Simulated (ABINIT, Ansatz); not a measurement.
# K2NaYF6 (Fm-3m): one start, several treatments of the self-energy

How much does the gap of K2NaYF6 (Fm-3m) depend on the approximation to the self-energy?

Main program and level: ABINIT 10.8.3; PBEsol and many-body steps on it, plane waves.

### Step 1. The starting structure

Symmetry: Fm-3m, No. 225, cubic system. Conventional cell: a = 8.917 Å, b = 8.917 Å, c = 8.917 Å, α = 90.00°, β = 90.00°, γ = 90.00°. Nearest to K lie 12 F at 3.15 Å. Na has 6 F at 2.28 Å nearest. Nearest to Y lie 6 F at 2.18 Å. Nearest to F lie 1 Y at 2.18 Å and 1 Na at 2.28 Å and 4 K at 3.15 Å. Farther neighbours and most contacts between anions are not listed.

The cell and positions are those that the Materials Project relaxed with its own functionals (PBE, PBE+U or r2SCAN), kept fixed.

### Step 2. Empty states on the mesh, 2×2×2 mesh, 556 bands

This step: ABINIT 10.8.3; DFT, PBEsol, plane waves, norm-conserving pseudopotentials.

The sums over transitions need many empty states on a uniform mesh; this step solves for them.

File run.abi:

```
acell 3*1.0 Angstrom
rprim 
  -0.000000000000 4.458286000000 4.458286000000
  4.458286000000 0.000000000000 4.458286000000
  4.458286000000 4.458286000000 0.000000000000
ntypat 4
znucl 19 11 39 9
natom 10
typat 1 1 2 3 4 4 4 4 4 4
xred 
  0.750000000000 0.750000000000 0.750000000000
  0.250000000000 0.250000000000 0.250000000000
  0.500000000000 0.500000000000 0.500000000000
  0.000000000000 -0.000000000000 0.000000000000
  0.755598000000 0.244402000000 0.244402000000
  0.244402000000 0.244402000000 0.755598000000
  0.244402000000 0.755598000000 0.755598000000
  0.244402000000 0.755598000000 0.244402000000
  0.755598000000 0.244402000000 0.755598000000
  0.755598000000 0.755598000000 0.244402000000
pp_dirpath "pseudos"
pseudos "K.upf, Na.upf, Y.upf, F.upf"
ecut 38
ngkpt 2 2 2
nshiftk 1
shiftk 0 0 0
kptopt 1
chksymbreak 0
iscf -2
irdden 1
istwfk *1
nband 556
nbdbuf 50
tolwfr 1e-09
nstep 60
prtvol 0
indata_prefix "in"
outdata_prefix "out"
tmpdata_prefix "tmp"
```

Command:

```console
OMP_NUM_THREADS=1 mpirun -n 3 abinit run.abi > log
```

Numbers of over 12 decimals in the logs are rounded to 6 here.

The program printed:

```text
.Version 10.8.3 of ABINIT. v10.8.2 released Aug 2026.

 Symmetries : space group Fm -3 m (#225); Bravais cF (face-center cubic)
[... echo of the input left out ...]
== DATASET  1 ==================================================================
-   mpi_nproc: 3, omp_nthreads: 1 (-1 if OMP is not activated)

--- !DatasetInfo
iteration_state: {dtset: 1, }
dimensions: {natom: 10, nkpt: 3, mband: 556, nsppol: 1, nspinor: 1, nspden: 1, mpw: 13424, }
cutoff_energies: {ecut:  38.0, pawecutdg:  -1.0, }
[...]
3.99839    4.00466    4.01440    4.05336    4.05336    4.05336    4.06966    4.07285
   4.07285    4.07286    4.07507    4.07509    4.11291    4.11302    4.11340    4.11478
   4.13081    4.13139    4.13298    4.17399
 prteigrs : prtvol=0 or 1, do not print more k-points.

== END DATASET(S) ==============================================================
================================================================================

 -outvars: echo values of variables after computation  --------
            nband         556
             nkpt           3
          spgroup         225
 [... the other variables as echoed above ...]

 Calculation completed.
```

The job ended after 9.3 min (3 MPI ranks of Arm Neoverse V2, shared host; peak memory 0.77 GiB).

Numbers from this step:

```yaml
gap: 6.161 eV
k_of_the_valence_top: 0, 0, 0
k_of_the_conduction_bottom: 0, 0, 0
least_direct_gap: 6.161 eV
k_points_computed: 3
lowest_point_of_the_top_converged_band_above_the_valence_top: 105.8994 eV
```

On this mesh the gap is 6.161 eV.

The density comes from a self-consistent run that is not shown.

### Step 3. Screening, 2×2×2 mesh, 230 bands, screening to 141.5 eV

The RPA dielectric matrix is built and inverted for each q.

This step: RPA screening on PBEsol, plane waves, norm-conserving pseudopotentials.

Changes to run.abi since step 2:

```diff
@@ -28,10 +28,11 @@
 chksymbreak 0
-iscf -2
-irdden 1
 istwfk *1
-nband 556
-nbdbuf 50
-tolwfr 1e-09
-nstep 60
-prtvol 0
+occopt 1
+irdwfk 1
+optdriver 3
+nband 230
+ecuteps 5.2
+inclvkb 2
+awtr 1
+symchi 1
 indata_prefix "in"
```

Command:

```console
OMP_NUM_THREADS=1 mpirun -n 4 abinit run.abi > log
```

The program printed:

```text
.Version 10.8.3 of ABINIT. v10.8.2 released Aug 2026.

 Symmetries : space group Fm -3 m (#225); Bravais cF (face-center cubic)
[... echo of the input left out ...]
== DATASET  1 ==================================================================
-   mpi_nproc: 4, omp_nthreads: 1 (-1 if OMP is not activated)

--- !DatasetInfo
iteration_state: {dtset: 1, }
dimensions: {natom: 10, nkpt: 3, mband: 230, nsppol: 1, nspinor: 1, nspden: 1, mpw: 13424, }
cutoff_energies: {ecut:  38.0, pawecutdg:  -1.0, }
electrons: {nelect:   8.00000000E+01, charge:   0.00000000E+00, occopt:   1.00000000E+00, tsmear:   1.00000000E-02, }

 SCREENING: Calculation of the susceptibility and dielectric matrices

 Based on a program developped by R.W. Godby, V. Olevano, G. Onida, and L. Reining.
 Incorporated in ABINIT by V. Olevano, G.-M. Rignanese, and M. Torrent.
.Using double precision arithmetic ; gwpc =  8

[... cell and pseudopotentials left out ...]
--------------------------------------------------------------------------------

 ==== K-mesh for the wavefunctions ====
 Number of points in the irreducible wedge :     3
[... list of points left out ...]
 Together with 48 symmetry operations and time-reversal symmetry
 yields     8 points in the full Brillouin Zone.

 ==== Q-mesh for the screening function ====
 Number of points in the irreducible wedge :     3
[... list of points left out ...]
 Together with 48 symmetry operations and time-reversal symmetry
 yields     8 points in the full Brillouin Zone.

 setmesh: FFT mesh size selected  =    45x   45x   45
          total number of points  =        91125

 vcoul_init : cutoff-mode = AUXILIARY_FUNCTION
 q-points for optical limit:   1
     1)      0.000010    0.000020    0.000030

- screening: taking advantage of time-reversal symmetry
- Maximum band index for partially occupied states nbvw = 40
- Remaining bands to be divided among processors   nbcw = 190
- Number of bands treated by each node ~47

 Number of electrons calculated from density =   80.0000; Expected =   80.0000
 average of density, n =  0.066890
 r_s =    1.5282
 omega_plasma =   24.9480 [eV]

 calculating chi0 at frequencies [eV] :
  1    0.000000E+00    0.000000E+00
  2    0.000000E+00    2.494798E+01

--------------------------------------------------------------------------------
  q-point number  1        q = ( 0.000000, 0.000000, 0.000000) [r.l.u.]
--------------------------------------------------------------------------------
[... chi0 elements left out ...]
 For q-point:  0.000010 0.000020 0.000030
  dielectric constant =   1.9318
  dielectric constant without local fields =   2.1263

  Average fulfillment of the sum rule on Im[epsilon] for q-point    1 :     51.32  [%]
[... wings left out ...]
  q-point number  2        q = ( 0.500000, 0.000000, 0.000000) [r.l.u.]
--------------------------------------------------------------------------------
[... chi0 elements left out ...]
  Average fulfillment of the sum rule on Im[epsilon] for q-point    2 :     55.42  [%]

 [... 1 further q-points ...]
```

Wall time 1.8 min (4 MPI ranks); peak memory 2.8 GiB.

This step gave:

```
ε∞ with local fields, on this mesh, along the program's q direction : 1.932
the same without local fields                                       : 2.126
plasma frequency                                                    : 24.95 eV
plane waves in the screening matrix                                 : 645
```

Local fields lower ε∞ by 9 %. On a Γ-centred mesh this coarse the value itself is usually too large, while a short band sum pulls it down.

### Step 4. G0W0, Godby-Needs plasmon pole

The self-energy is evaluated for the states that the input lists, and the levels follow from it, in one-shot runs by the linearised quasiparticle equation.

This step: G0W0 on PBEsol, plane waves, norm-conserving pseudopotentials.

Changes to run.abi since step 3:

```diff
@@ -31,8 +31,15 @@
 irdwfk 1
-optdriver 3
+optdriver 4
 nband 230
+gwcalctyp 0
+ecutsigx 38
+symsigma 1
+nkptgw 1
+kptgw 
+  0.0000000000 0.0000000000 0.0000000000
+bdgw 
+  38 44
 ecuteps 5.2
-inclvkb 2
-awtr 1
-symchi 1
+irdscr 1
+ppmodel 1
 indata_prefix "in"
```

The program printed:

```text
.Version 10.8.3 of ABINIT. v10.8.2 released Aug 2026.

 Symmetries : space group Fm -3 m (#225); Bravais cF (face-center cubic)
[... echo of the input left out ...]
== DATASET  1 ==================================================================
-   mpi_nproc: 4, omp_nthreads: 1 (-1 if OMP is not activated)

--- !DatasetInfo
iteration_state: {dtset: 1, }
dimensions: {natom: 10, nkpt: 3, mband: 230, nsppol: 1, nspinor: 1, nspden: 1, mpw: 13424, }
cutoff_energies: {ecut:  38.0, pawecutdg:  -1.0, }
electrons: {nelect:   8.00000000E+01, charge:   0.00000000E+00, occopt:   1.00000000E+00, tsmear:   1.00000000E-02, }

 SIGMA: Calculation of the GW corrections

 Based on a program developped by R.W. Godby, V. Olevano, G. Onida, and L. Reining.
 Incorporated in ABINIT by V. Olevano, G.-M. Rignanese, and M. Torrent.
.Using double precision arithmetic ; gwpc =  8

[... cell and pseudopotentials left out ...]
--------------------------------------------------------------------------------

 ==== K-mesh for the wavefunctions ====
 Number of points in the irreducible wedge :     3
[... list of points left out ...]
 Together with 48 symmetry operations and time-reversal symmetry
 yields     8 points in the full Brillouin Zone.

 ==== Q-mesh for screening function ====
 Number of points in the irreducible wedge :     3
[... list of points left out ...]
 Together with 48 symmetry operations and time-reversal symmetry
 yields     8 points in the full Brillouin Zone.

 vcoul_init : cutoff-mode = AUXILIARY_FUNCTION
 q-points for optical limit:   1
     1)      0.000010    0.000020    0.000030
 setmesh: FFT mesh size selected  =    72x   72x   72
          total number of points  =       373248

 Number of electrons calculated from density =   80.0000; Expected =   80.0000
 average of density, n =  0.066890
 r_s =    1.5282
 omega_plasma =   24.9480 [eV]

 === KS Band Gaps ===
  >>>> For spin  1
   Minimum direct gap =   6.1610 [eV], located at k-point      :   0.0000  0.0000  0.0000
   Fundamental gap    =   6.1610 [eV], Top of valence bands at :   0.0000  0.0000  0.0000
                                       Bottom of conduction at :   0.0000  0.0000  0.0000
 SIGMA fundamental parameters:
 PLASMON POLE MODEL  1
 number of plane-waves for SigmaX                13371
 number of plane-waves for SigmaC and W            645
 number of plane-waves for wavefunctions         13371
 number of bands                                   230
 number of independent spin polarizations            1
 number of spinorial components                      1
 number of k-points in IBZ                           3
 number of q-points in IBZ                           3
 number of symmetry operations                      48
 number of k-points in BZ                            8
 number of q-points in BZ                            8
 number of frequencies for dSigma/dE                 9
 frequency step for dSigma/dE [eV]                0.25
 number of omega for Sigma on real axis              0
 max omega for Sigma on real axis  [eV]           0.00
 zcut for avoiding poles [eV]                     0.10

 EPSILON^-1 parameters (SCR file):
 dimension of the eps^-1 matrix on file            645
 dimension of the eps^-1 matrix used               645
 number of plane-waves for wavefunctions         13371
 number of bands                                   230
 number of q-points in IBZ                           3
 number of frequencies                               2
 number of real frequencies                          1
 number of imag frequencies                          1

 matrix elements of self-energy operator (all in [eV])

 Perturbative Calculation

--- !SelfEnergy_ee
iteration_state: {dtset: 1, }
kpoint     : [   0.000,    0.000,    0.000, ]
spin       : 1
KS_gap     :    6.161
QP_gap     :    9.536
Delta_QP_KS:    3.375
data: !SigmaeeData |
     Band     E0 <VxcDFT>   SigX SigC(E0)      Z dSigC/dE  Sig(E)    E-E0       E
       38  -0.772 -22.132 -29.441   4.973   0.808  -0.238 -24.018  -1.887  -2.658
       39  -0.772 -22.132 -29.441   4.973   0.808  -0.238 -24.018  -1.887  -2.658
       40  -0.772 -22.132 -29.441   4.973   0.808  -0.238 -24.018  -1.887  -2.658
       41   5.389  -8.175  -3.998  -2.527   0.902  -0.109  -6.687   1.488   6.877
       42   7.505 -13.709  -7.709  -2.779   0.876  -0.142 -10.888   2.821  10.326
       43   7.505 -13.709  -7.709  -2.779   0.876  -0.142 -10.888   2.821  10.326
       44   7.505 -13.709  -7.709  -2.779   0.876  -0.142 -10.888   2.821  10.326

== END DATASET(S) ==============================================================
================================================================================

 -outvars: echo values of variables after computation  --------
           etotal      0.0000000000E+00
            nband         230
             nkpt           3
          spgroup         225
 [... the other variables as echoed above ...]

 Calculation completed.
```

It took 25 s on 4 MPI ranks; peak memory 2.2 GiB.

This step gave:

| Item | Value |
| --- | --- |
| G0W0 gap on the points computed | 9.535 eV |
| starting gap on the mesh | 6.161 eV |
| k of the valence top | 0, 0, 0 |
| k of the conduction bottom | 0, 0, 0 |
| Z at the valence top | 0.808 |
| Z at the conduction bottom | 0.902 |
| least direct G0W0 gap on the computed points | 9.535 eV |

The gap on the mesh goes from 6.16 eV to 9.54 eV, a correction of +3.37 eV.

### Step 5. G0W0, Engel-Farid plasmon pole

Changes to run.abi since step 4:

```diff
@@ -43,3 +43,3 @@
 irdscr 1
-ppmodel 1
+ppmodel 4
 indata_prefix "in"
```

The program printed:

```text
.Version 10.8.3 of ABINIT. v10.8.2 released Aug 2026.

 Symmetries : space group Fm -3 m (#225); Bravais cF (face-center cubic)
[... echo of the input left out ...]
== DATASET  1 ==================================================================
-   mpi_nproc: 4, omp_nthreads: 1 (-1 if OMP is not activated)

--- !DatasetInfo
iteration_state: {dtset: 1, }
dimensions: {natom: 10, nkpt: 3, mband: 230, nsppol: 1, nspinor: 1, nspden: 1, mpw: 13424, }
cutoff_energies: {ecut:  38.0, pawecutdg:  -1.0, }
electrons: {nelect:   8.00000000E+01, charge:   0.00000000E+00, occopt:   1.00000000E+00, tsmear:   1.00000000E-02, }

 SIGMA: Calculation of the GW corrections

 Based on a program developped by R.W. Godby, V. Olevano, G. Onida, and L. Reining.
 Incorporated in ABINIT by V. Olevano, G.-M. Rignanese, and M. Torrent.
.Using double precision arithmetic ; gwpc =  8

[... cell and pseudopotentials left out ...]
--------------------------------------------------------------------------------

 ==== K-mesh for the wavefunctions ====
 Number of points in the irreducible wedge :     3
[... list of points left out ...]
 Together with 48 symmetry operations and time-reversal symmetry
 yields     8 points in the full Brillouin Zone.

 ==== Q-mesh for screening function ====
 Number of points in the irreducible wedge :     3
[... list of points left out ...]
 Together with 48 symmetry operations and time-reversal symmetry
 yields     8 points in the full Brillouin Zone.

 vcoul_init : cutoff-mode = AUXILIARY_FUNCTION
 q-points for optical limit:   1
     1)      0.000010    0.000020    0.000030
 setmesh: FFT mesh size selected  =    72x   72x   72
          total number of points  =       373248

 Number of electrons calculated from density =   80.0000; Expected =   80.0000
[...]
number of q-points in BZ                            8
 number of frequencies for dSigma/dE                 9
 frequency step for dSigma/dE [eV]                0.25
 number of omega for Sigma on real axis              0
 max omega for Sigma on real axis  [eV]           0.00
 zcut for avoiding poles [eV]                     0.10

 EPSILON^-1 parameters (SCR file):
 dimension of the eps^-1 matrix on file            645
 dimension of the eps^-1 matrix used               645
 number of plane-waves for wavefunctions         13371
 number of bands                                   230
 number of q-points in IBZ                           3
 number of frequencies                               2
 number of real frequencies                          1
 number of imag frequencies                          1

 matrix elements of self-energy operator (all in [eV])

 Perturbative Calculation

--- !SelfEnergy_ee
iteration_state: {dtset: 1, }
kpoint     : [   0.000,    0.000,    0.000, ]
spin       : 1
KS_gap     :    6.161
QP_gap     :    9.534
Delta_QP_KS:    3.373
data: !SigmaeeData |
     Band     E0 <VxcDFT>   SigX SigC(E0)      Z dSigC/dE  Sig(E)    E-E0       E
       38  -0.772 -22.132 -29.441   4.949   0.823  -0.215 -24.074  -1.943  -2.715
       39  -0.772 -22.132 -29.441   4.949   0.823  -0.215 -24.074  -1.943  -2.715
       40  -0.772 -22.132 -29.441   4.949   0.823  -0.215 -24.074  -1.943  -2.715
       41   5.389  -8.175  -3.998  -2.607   0.910  -0.099  -6.745   1.430   6.819
       42   7.505 -13.709  -7.709  -2.825   0.887  -0.128 -10.894   2.815  10.320
       43   7.505 -13.709  -7.709  -2.825   0.887  -0.128 -10.894   2.815  10.320
       44   7.505 -13.709  -7.709  -2.825   0.887  -0.128 -10.894   2.815  10.320

== END DATASET(S) ==============================================================
================================================================================

 -outvars: echo values of variables after computation  --------
           etotal      0.0000000000E+00
            nband         230
             nkpt           3
          spgroup         225
 [... the other variables as echoed above ...]

 Calculation completed.
```

Run time: 15 s. Hardware: 4 MPI ranks; peak memory 1.9 GiB; 59 s of CPU time.

Numbers from this step:

```yaml
g0w0_gap_on_the_points_computed: 9.534 eV
starting_gap_on_the_mesh: 6.161 eV
k_of_the_valence_top: 0, 0, 0
k_of_the_conduction_bottom: 0, 0, 0
z_at_the_valence_top: 0.823
z_at_the_conduction_bottom: 0.91
least_direct_g0w0_gap_on_the_computed_points: 9.534 eV
```

Against G0W0 in ABINIT (2×2×2 mesh, 230 bands, screening to 141.5 eV, Godby-Needs plasmon pole), the gap moves by −0.001 eV.

### Step 6. G0W0, Hybertsen-Louie plasmon pole

Changes to run.abi since step 5:

```diff
@@ -43,3 +43,3 @@
 irdscr 1
-ppmodel 4
+ppmodel 2
 indata_prefix "in"
```

The program printed:

```text
.Version 10.8.3 of ABINIT. v10.8.2 released Aug 2026.

 Symmetries : space group Fm -3 m (#225); Bravais cF (face-center cubic)
[... echo of the input left out ...]
== DATASET  1 ==================================================================
-   mpi_nproc: 4, omp_nthreads: 1 (-1 if OMP is not activated)

--- !DatasetInfo
iteration_state: {dtset: 1, }
dimensions: {natom: 10, nkpt: 3, mband: 230, nsppol: 1, nspinor: 1, nspden: 1, mpw: 13424, }
cutoff_energies: {ecut:  38.0, pawecutdg:  -1.0, }
[...]
42   7.505 -13.709  -7.709  -2.887   0.912  -0.097 -10.871   2.838  10.343
       43   7.505 -13.709  -7.709  -2.887   0.912  -0.097 -10.871   2.838  10.343
       44   7.505 -13.709  -7.709  -2.887   0.912  -0.097 -10.871   2.838  10.343

== END DATASET(S) ==============================================================
================================================================================

 -outvars: echo values of variables after computation  --------
           etotal      0.0000000000E+00
            nband         230
             nkpt           3
          spgroup         225
 [... the other variables as echoed above ...]

 Calculation completed.
```

Wall time 24 s (4 MPI ranks); peak memory 2 GiB.

Numbers from this step:

| Property | Result |
| --- | --- |
| G0W0 gap on the points computed | 10.13 eV |
| starting gap on the mesh | 6.161 eV |
| k of the valence top | 0, 0, 0 |
| k of the conduction bottom | 0, 0, 0 |
| least direct G0W0 gap on the computed points | 10.13 eV |

Against G0W0 in ABINIT (2×2×2 mesh, 230 bands, screening to 141.5 eV, Godby-Needs plasmon pole), the gap moves by +0.591 eV.

[end of part 1 of 2]

[Paths, hosts, dates, memory and timing lines, banners, echoed tables and standing remarks are left out of the program output.]

[Logs are printed without paths, hosts, clocks, repeated set-up lines and the standing remarks that a program may print on its own settings, such as how far it seeks lower states.]

[Runs of the session that timed out or met a known fault of the program may be left out.]

[No measured gap is set beside runs whose start may be inverted or whose files or cutoffs have a known fault.]

[Hosts, paths, dates, database ids (printed as entryN), source tags and the programs' standing remarks are cut or masked in the printed files.]

[G0W0 gaps are taken among the corrected bands and points alone; a level outside them can change the order at an edge.]

[Where Ansatz stands beside ABINIT at settings called matched, ABINIT's density can come from a denser mesh and the files from another edition; pairs whose starting gaps differed by over 0.03 eV were left out, so agreement reads better than it is.]
